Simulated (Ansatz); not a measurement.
# Quasiparticle gap of Cs3Bi2Br9 (P-3m1)

How far does one-shot GW move the r2SCAN gap of Cs3Bi2Br9 (P-3m1)?

Program: Ansatz 0.2.0. Level of theory: r2SCAN, then G0W0 on it, plane waves, PAW. Results are calculated unless marked as measured.

**The experiments to reproduce.**

- Gap 2.5 eV: optical absorption edge; UV-visible absorption; 300 K; powder (crystalline powder) (“Pressure induced emergence of visible luminescence in Cs3Bi2Br9: Effect of structural distortion in optical behaviour”, 2020, arxiv:2009.01478).

- Gap 2.6 eV: direct gap from Tauc plot; UV-vis diffuse reflectance, Tauc plot; powder (antisolvent-crystallized powder) (“Cs3Bi2Br9/g-C3N4 Direct Z-Scheme Heterojunction for Enhanced Photocatalytic Reduction of CO2 to CO”, 2023, pmc:10601477).

### 1. Starting point

The structure is trigonal, space group P-3m1 (No. 164). Conventional cell: a = 7.972 Å, b = 7.972 Å, c = 9.867 Å, α = 90.00°, β = 90.00°, γ = 120.00°. Nearest to Cs lie 12 Br at 3.96 to 4.01 Å. Nearest to Cs lie 12 Br at 3.99 to 4.07 Å. Nearest to Bi lie 6 Br at 2.71 to 2.98 Å. Nearest to Br lie 2 Bi at 2.98 Å and 4 Cs at 3.99 to 4.01 Å. Nearest to Br lie 1 Bi at 2.71 Å and 4 Cs at 3.96 to 4.07 Å. Farther neighbours and most contacts between anions are not listed.

Structure file:

```cif
data_structure
_symmetry_space_group_name_H-M 'P 1'
_symmetry_Int_Tables_number 1
_cell_length_a 7.9720
_cell_length_b 7.9720
_cell_length_c 9.8670
_cell_angle_alpha 90.000
_cell_angle_beta 90.000
_cell_angle_gamma 120.000
_cell_volume 543.06
loop_
_atom_site_label
_atom_site_type_symbol
_atom_site_fract_x
_atom_site_fract_y
_atom_site_fract_z
_atom_site_occupancy
Cs1 Cs 0.66667 0.33333 0.66690 1
Cs2 Cs 0.33333 0.66667 0.33310 1
Cs3 Cs 0.00000 0.00000 0.00000 1
Bi4 Bi 0.66667 0.33333 0.19180 1
Bi5 Bi 0.33333 0.66667 0.80820 1
Br6 Br 0.50000 0.50000 0.00000 1
Br7 Br 0.50000 0.00000 0.00000 1
Br8 Br 0.00000 0.50000 0.00000 1
Br9 Br 0.33530 0.16765 0.33940 1
Br10 Br 0.83235 0.16765 0.33940 1
Br11 Br 0.83235 0.66470 0.33940 1
Br12 Br 0.16765 0.33530 0.66060 1
Br13 Br 0.16765 0.83235 0.66060 1
Br14 Br 0.66470 0.83235 0.66060 1
```

The cell and positions come from the Crystallography Open Database and are kept as given unless a step says otherwise. Spin-orbit coupling is left out unless a step names it. The default PAW set here is soft_2. Its files were made with PBE.

### 2. The r2SCAN band structure

Levels along a band path and on the mesh show where this functional puts the band edges.

This step: DFT, r2SCAN, plane waves, PAW.

Contents of input.yaml:

```yaml
crystal:
  lattice:
    - [7.972, 0.0, 0.0]
    - [-3.986, 6.903954519, 0.0]
    - [0.0, 0.0, 9.867]
  atoms:
    - { symbol: Cs, position: [0.6666666667, 0.3333333333, 0.6669] }
    - { symbol: Cs, position: [0.3333333333, 0.6666666667, 0.3331] }
    - { symbol: Cs, position: [0.0, 0.0, 0.0] }
    - { symbol: Bi, position: [0.6666666667, 0.3333333333, 0.1918] }
    - { symbol: Bi, position: [0.3333333333, 0.6666666667, 0.8082] }
    - { symbol: Br, position: [0.5, 0.5, 0.0] }
    - { symbol: Br, position: [0.5, 0.0, 0.0] }
    - { symbol: Br, position: [0.0, 0.5, 0.0] }
    - { symbol: Br, position: [0.3353, 0.16765, 0.3394] }
    - { symbol: Br, position: [0.83235, 0.16765, 0.3394] }
    - { symbol: Br, position: [0.83235, 0.6647, 0.3394] }
    - { symbol: Br, position: [0.16765, 0.3353, 0.6606] }
    - { symbol: Br, position: [0.16765, 0.83235, 0.6606] }
    - { symbol: Br, position: [0.6647, 0.83235, 0.6606] }
kpoints:
  mp_grid: { grid: [6, 6, 2] }
  band_path:
    path:
      - [[0.0, 0.0, 0.0], [0.5, 0.0, 0.0], [0.33333333, 0.33333333, 0.0], [0.0, 0.0, 0.0], [0.0, 0.0, 0.5], [0.5, 0.0, 0.5], [0.33333333, 0.33333333, 0.5], [0.0, 0.0, 0.5]]
      - [[0.5, 0.0, 0.5], [0.5, 0.0, 0.0]]
      - [[0.33333333, 0.33333333, 0.5], [0.33333333, 0.33333333, 0.0]]
    npoints: 10
hamiltonian:
  xc: r2scan
scf:
  occupations: { method: fermi_dirac, width: 0.02 }
  n_extra_bands: 8
output:
  eigenvalues: true
  write_density: true
  write_potential: true
  elf: true
  volumetric_format: npy
```

Run with:

```sh
$ ansatz run input.yaml --threads 2 --pin off --max-ram 92160MiB --backend cuda --events-out ev --progress --plain --runs-dir out --devices 1 --max-vram 13GiB  # rebuilt from the run's record
```

Numbers of over 12 decimals in the logs are rounded to 6 here.

Output:

```text
scf.n_extra_bands = 8 over 60 filled bands (N_el = 120.0): the run solves 68 bands
GPUs: using 1 of 1 available (devices: 1).
Engine: ansatz 0.2.0, x86_64-unknown-linux-gnu
Pseudopotentials: kind: paw
Pseudopotential: Cs, paw, valence charge 9, recommended cutoff 500 eV (meta_gga), Cs.paw.azcp
Pseudopotential: Bi, paw, valence charge 15, recommended cutoff 500 eV (meta_gga), Bi.paw.azcp
Pseudopotential: Br, paw, valence charge 7, recommended cutoff 500 eV (meta_gga), Br.paw.azcp
Functional definition: r2SCAN
  parameter k0 = 0.174
  parameter k1 = 0.065
  parameter a1 = 4.9479
  exchange = r2scan_x(k0 = k0, k1 = k1, a1 = a1)
  correlation = r2scan_c
device memory: the entry about to start is reckoned to put 4.9 GiB on a device that reports 66.2 GiB free (of which the cap on the GPU budget leaves the run 13.0 GiB)
GPU FFT provider: cuFFT
GPU libraries: cuBLAS 13.8.2, cuFFT 12.4.0, cuSOLVER 12.3.4
Crystal: 14 atoms, lattice volume = 543.063 Å³
Basis set: ecut = 500 eV, 13781 PW (Γ), exchange–correlation on 240×240×288 points (64 copies of the dense FFT grid, shifted against one another)
Bands: 68, of which v1, the nominal top of the filled ones, is band 60 counted from 1 (59 counted from 0)
Symmetry: 12 space group operations
Space group: P-3m1 (ITA 164), of the structure as read, at distance tolerance 8.2e-5 Å
k-points: 14 of 72
Non-local potential: Cs, projectors of the file, l = 0: 3, l = 1: 2, l = 2: 2, l = 3: 2
Non-local potential: Bi, projectors of the file, l = 0: 2, l = 1: 2, l = 2: 2, l = 3: 2
Non-local potential: Br, projectors of the file, l = 0: 2, l = 1: 2, l = 2: 2
PAW form: soft (Blöchl's): semilocal exchange-correlation on the pseudo side does not see the compensation charge
PAW frozen core: Cs, regenerated for the run's functional (the file was generated under x = pbe(κ = 0.804, μ = 0.219515), c = pbe(β = 0.066725))
PAW frozen core: Bi, regenerated for the run's functional (the file was generated under x = pbe(κ = 0.804, μ = 0.219515), c = pbe(β = 0.066725))
PAW frozen core: Br, regenerated for the run's functional (the file was generated under x = pbe(κ = 0.804, μ = 0.219515), c = pbe(β = 0.066725))
PAW one-centre angular grid: Cs, 302 points (default); XC on 160 Gauss nodes
PAW one-centre angular grid: Bi, 590 points (default); XC on 160 Gauss nodes
PAW one-centre angular grid: Br, 302 points (default); XC on 160 Gauss nodes
Initial density: superposition of atomic densities (neutral atoms: chi_scale 0, normalization atom), corrected by the library's trained network
Initial wavefunctions: pseudopotential atomic-orbital guess
GPU buffer pool allocated for 259200 grid points (all kernels)
GPU transforms: local potential and band sums: pruned to the plane-wave sphere, on 60×60×72
Functional: x = r2scan, c = r2scan; τ floored in thin density (d = 2e-4 eV/Å³)
SCF iter   1: F=—  HF=-67035.526116 eV  |F-HF|=—  |Δ(HF+E_count)|=         —  Δρ=2.73e-3  dr2=8.93e-2  dr2_τ=3.51e-2  ethr=1.77e-3  ⟨swp⟩=14.4  Hψ=5261  notcnv=0  defer=1
preconditioner: auto → Resta (q_TF=auto, 2.121 Å⁻¹)  ε∞=3.3  [insulator: Δε(μ)=2.911 eV  Ē_g=10.239 eV  σ=0.020 eV  W_gap=1.00  n_scr=96 (ndim 8)  ℏωp=15.4 eV  f_vac=0.034  D(μ)=0.00/eV (n_scr^D=0)  ε∞_Penn≈3.3]
SCF iter   2: F=—  HF=-67035.579953 eV  |F-HF|=—  |Δ(HF+E_count)|=   5.38e-2  Δρ=1.31e-3  dr2=1.18e-2  dr2_τ=7.87e-4  ethr=7.44e-5  ⟨swp⟩=3.1  Hψ=1940  notcnv=0  defer=27
SCF iter   3: F=—  HF=-67035.579161 eV  |F-HF|=—  |Δ(HF+E_count)|=   7.92e-4  Δρ=3.67e-4  dr2=9.43e-4  dr2_τ=6.71e-5  ethr=9.80e-6  ⟨swp⟩=2.0  Hψ=1710  notcnv=0  defer=27
SCF iter   4: F=—  HF=-67035.579089 eV  |F-HF|=—  |Δ(HF+E_count)|=   7.28e-5  Δρ=9.20e-5  dr2=4.34e-5  dr2_τ=2.61e-6  ethr=7.86e-7  ⟨swp⟩=2.0  Hψ=1583  notcnv=0  defer=27
SCF iter   5: F=—  HF=-67035.579291 eV  |F-HF|=—  |Δ(HF+E_count)|=   2.03e-4  Δρ=1.92e-5  dr2=2.16e-6  dr2_τ=1.18e-7  ethr=3.62e-8  ⟨swp⟩=2.6  Hψ=1936  notcnv=0  defer=27
SCF iter   6: F=—  HF=-67035.579293 eV  |F-HF|=—  |Δ(HF+E_count)|=   1.59e-6  Δρ=4.59e-6  dr2=1.33e-7  dr2_τ=6.67e-9  ethr=1.80e-9  ⟨swp⟩=2.0  Hψ=1765  notcnv=0  defer=27
SCF iter   7: F=-67035.579293 eV  HF=-67035.579293 eV  |F-HF|=7.28e-10  |Δ(HF+E_count)|=   1.15e-7  Δρ=1.17e-6  dr2=1.15e-8  dr2_τ=6.38e-10  ethr=8.33e-11  ⟨swp⟩=13.5  Hψ=3601  notcnv=0
SCF 1 converged in 7 iterations: F = -67035.579293 eV  dr2 = 1.15e-8
  greatest PAW one-centre occupation: 0.989 electrons in one spin orbital (limit 2), on the Bi atom at site 4 (counted from 0), in its partial waves of l = 2
device memory: the entry about to start is reckoned to put 3.7 GiB on a device that reports 58.6 GiB free (of which the cap on the GPU budget leaves the run 13.0 GiB)
NSCF: frozen V_eff on 93 k-points
SCF converged after 7 iterations
Free energy (F): -67035.579293 eV
Harris-Foulkes:  -67035.579293 eV  (|F-HF|=7.28e-10)
Internal energy: -67035.579293 eV  (E = F + TS)
E sigma→0 (E₀):  -67035.579293 eV
Fermi energy:    4.161418 eV
--- Per-component energies (eV) ---
  E_band       = -782.399171
  E_kinetic    = 2233.140105
  E_local      = -7380.663702  (includes V_loc(G=0)·N_el)
  E_nonlocal   = 1846.179841
  E_hartree    = 2466.326229
  E_xc         = -3030.134846
  E_vxc        = -1762.354300  (∫ρ·V_xc dr)
  E_paw        = -57087.962098  (= ΣΔE_a)
  E_vpaw       = -745.739857  (= ΣTr[D̂ρ^β])
  E_aug_tail   = -0.000489  (compensation charges beyond the density's cutoff)
  E_vtau       = 94.384461  (kinetic-family band-sum trace: ∫τ·v_τ [+ j·A + Jᵃ·Aᵃ] dr)
  E_ewald      = -6082.941322
  E_core_change = 0.476989  (= ΣΔE_core)
  E_smearing   = -0.000000  (= −TS)
  E_closure    = -0.000000  (closes the sum)
  Σ components = -67035.579293   (vs F -67035.579293, Δ=0.00e0)
--- Band table (eV; the first three rows and the last of 14) ---
  k-point 0: bands = [... 56 lower, 1.8551, 1.8561, 1.9062, 2.6952, 5.5868, 6.2790, 6.2790, 7.4749, ... 4 higher]
  k-point 1: bands = [... 56 lower, 2.0373, 2.0373, 2.0399, 2.1885, 5.8059, 5.8059, 5.8407, 7.3656, ... 4 higher]
  k-point 2: bands = [... 56 lower, 1.7729, 1.8670, 1.9447, 2.6961, 5.8096, 6.2103, 6.2610, 7.3925, ... 4 higher]
  k-point 13: bands = [... 56 lower, 1.6826, 1.6826, 2.3294, 2.3294, 6.3752, 6.3752, 6.3997, 7.1100, ... 4 higher]
```

Elapsed: 14 s, on 1 × NVIDIA H100 80GB HBM3 (shared by 6 runs) with 2 threads of AMD EPYC 7R13 (Zen 3), shared host; peak memory 2 GiB.

This step gave:

```
filled bands         : 60
gap                  : 2.887 eV
valence top at       : k = (0.067, 0.067, 0.000)
conduction bottom at : Γ
least direct gap     : 2.892 eV
```

Over mesh and path the gap is 2.887 eV, from k = (0.067, 0.067, 0.000) to k = Γ. The least direct gap found is 2.892 eV, at k = Γ. On the 6×6×2 mesh alone the same run gives 2.891 eV, so that mesh misses an edge of r2SCAN: 2.891 − 2.887 = +0.004 eV.

The electronic bands at the labelled points (eV, zero at the top of the highest nominally filled band):

| point | band 57 | band 58 | band 59 | band 60 | band 61 | band 62 | band 63 | band 64 |
| --- | --- | --- | --- | --- | --- | --- | --- | --- |
| Γ | -0.84 | -0.84 | -0.79 | 0.00 | 2.89 | 3.58 | 3.58 | 4.78 |
| halfway | -0.97 | -0.87 | -0.72 | -0.04 | 3.28 | 3.52 | 3.55 | 4.63 |
| M | -1.01 | -0.68 | -0.66 | -0.31 | 3.52 | 3.54 | 3.59 | 4.76 |
| halfway | -0.92 | -0.73 | -0.59 | -0.32 | 3.27 | 3.65 | 3.75 | 4.89 |
| K | -0.84 | -0.84 | -0.42 | -0.42 | 3.15 | 3.79 | 3.79 | 5.03 |
| halfway | -0.95 | -0.79 | -0.78 | -0.06 | 3.36 | 3.52 | 3.53 | 4.75 |
| Γ | -0.84 | -0.84 | -0.79 | 0.00 | 2.89 | 3.58 | 3.58 | 4.78 |
| halfway | -0.73 | -0.73 | -0.70 | -0.21 | 3.01 | 3.32 | 3.32 | 4.71 |
| A | -0.66 | -0.66 | -0.66 | -0.51 | 3.11 | 3.11 | 3.14 | 4.67 |
| halfway | -0.82 | -0.72 | -0.72 | -0.31 | 3.06 | 3.39 | 3.55 | 4.93 |
| L | -0.84 | -0.83 | -0.51 | -0.33 | 3.22 | 3.71 | 3.82 | 4.87 |
| halfway | -0.92 | -0.90 | -0.46 | -0.33 | 3.40 | 3.68 | 3.79 | 4.65 |
| H | -1.02 | -1.02 | -0.37 | -0.37 | 3.68 | 3.68 | 3.70 | 4.41 |
| halfway | -0.85 | -0.76 | -0.67 | -0.29 | 3.18 | 3.33 | 3.67 | 4.97 |
| A | -0.66 | -0.66 | -0.66 | -0.51 | 3.11 | 3.11 | 3.14 | 4.67 |
| jump to L | -0.84 | -0.83 | -0.51 | -0.33 | 3.22 | 3.71 | 3.82 | 4.87 |
| halfway | -0.96 | -0.73 | -0.63 | -0.30 | 3.31 | 3.61 | 3.79 | 4.76 |
| M | -1.01 | -0.68 | -0.66 | -0.31 | 3.52 | 3.54 | 3.59 | 4.76 |
| jump to H | -1.02 | -1.02 | -0.37 | -0.37 | 3.68 | 3.68 | 3.70 | 4.41 |
| halfway | -0.92 | -0.92 | -0.39 | -0.39 | 3.37 | 3.73 | 3.73 | 4.78 |
| K | -0.84 | -0.84 | -0.42 | -0.42 | 3.15 | 3.79 | 3.79 | 5.03 |

ELF in the ac plane at fractional y = 0.333, with atoms of Cs and Bi and Br within 0.2 Å of it. It is the smooth field of the valence electrons, not physical close to the nuclei.

Ten even steps from '0' (0.00) to '9' (0.89), each cell a mean:
```
8410015899863000037899
6200003688852000036888
2000000256520000003564
0012210001100111000110
1367753100013688630000
5899997510058999984001
8996799730289966997103
9960079840299600798204
9961179830289722898204
8998899720179999996103
4799997300026999862000
0256641000001344200000
0000000124310000001342
4100002578751000025787
7400014789863000136899
8510015899863111136899
8510015888752233235788
6300014676533444433567
2100001232224311342233
0000000000134311342100
1000000111124433542111
4200002455323455422355
7410015788731233214788
8510016899862000036899
```
Columns run along a (8.0 Å), rows up along c (9.9 Å). Atoms in or near the plane, at fractional coordinates: Cs at (0.67, 0.67), Bi at (0.67, 0.19), Br at (0.17, 0.66).

Valence density in the ac plane at fractional y = 0.333, with atoms of Cs and Bi and Br within 0.2 Å of it. It is the smooth field of the valence electrons, not physical close to the nuclei.

Values in e/Å³, 13 rows by 16 columns, each cell a mean:
```
0.1 0.0 0.0 0.0 0.1 0.1 0.2 0.2 0.1 0.0 0.0 0.0 0.1 0.1 0.2 0.2
0.0 0.0 0.0 0.0 0.0 0.0 0.1 0.1 0.0 0.0 0.0 0.0 0.0 0.0 0.1 0.1
0.1 0.1 0.2 0.2 0.1 0.0 0.0 0.0 0.1 0.2 0.3 0.3 0.1 0.0 0.0 0.0
0.2 0.7 0.9 0.9 0.6 0.2 0.0 0.0 0.3 0.9 0.9 0.9 0.7 0.2 0.0 0.1
0.3 1.0 0.7 0.8 0.8 0.2 0.0 0.1 0.4 1.0 0.5 0.7 0.9 0.3 0.0 0.1
0.1 0.4 0.7 0.7 0.3 0.1 0.0 0.0 0.1 0.4 0.7 0.7 0.3 0.1 0.0 0.0
0.0 0.0 0.1 0.1 0.0 0.0 0.0 0.0 0.0 0.0 0.1 0.1 0.0 0.0 0.0 0.0
0.1 0.0 0.0 0.0 0.0 0.1 0.2 0.2 0.1 0.0 0.0 0.0 0.1 0.1 0.2 0.2
0.1 0.0 0.0 0.0 0.1 0.2 0.3 0.3 0.2 0.1 0.2 0.2 0.2 0.2 0.4 0.3
0.1 0.0 0.0 0.0 0.0 0.1 0.2 0.2 0.3 1.1 2.9 2.5 0.7 0.2 0.2 0.2
0.0 0.0 0.0 0.0 0.0 0.0 0.1 0.1 0.4 2.6 6.4 5.7 1.6 0.2 0.1 0.0
0.1 0.0 0.0 0.0 0.0 0.1 0.1 0.1 0.2 0.6 1.7 1.4 0.4 0.2 0.1 0.1
0.1 0.1 0.0 0.0 0.1 0.2 0.3 0.3 0.2 0.1 0.1 0.1 0.1 0.2 0.3 0.3
```
Columns run along a (8.0 Å), rows up along c (9.9 Å). Atoms in or near the plane, at fractional coordinates: Cs at (0.67, 0.67), Bi at (0.67, 0.19), Br at (0.17, 0.66).

(Continued in part 2 of 3.)

[Paths, hosts, dates, memory and timing lines, banners, echoed tables and standing remarks are left out of the program output.]

[Logs are printed without paths, hosts, clocks, repeated set-up lines and the standing remarks that a program may print on its own settings, such as how far it seeks lower states.]

[Runs of the session that timed out or met a known fault of the program may be left out.]

[Cells called generated may have been cut or substituted from an entry of the Crystallography Open Database or the Materials Project.]

[Hosts, paths, dates, database ids (printed as entryN), source tags and the programs' standing remarks are cut or masked in the printed files.]

[Where an RPA ε∞ is given, it is that of the G0W0 mesh and is not shown converged in it. Names of k-points follow the symmetry that the program found, which can be lower than the space group named. Band edges on a path are those of the sampled points; other points can move an edge, and change direct to indirect where valleys lie close.]

[Hybrid gaps are those of their k-mesh and are not shown converged in it.]
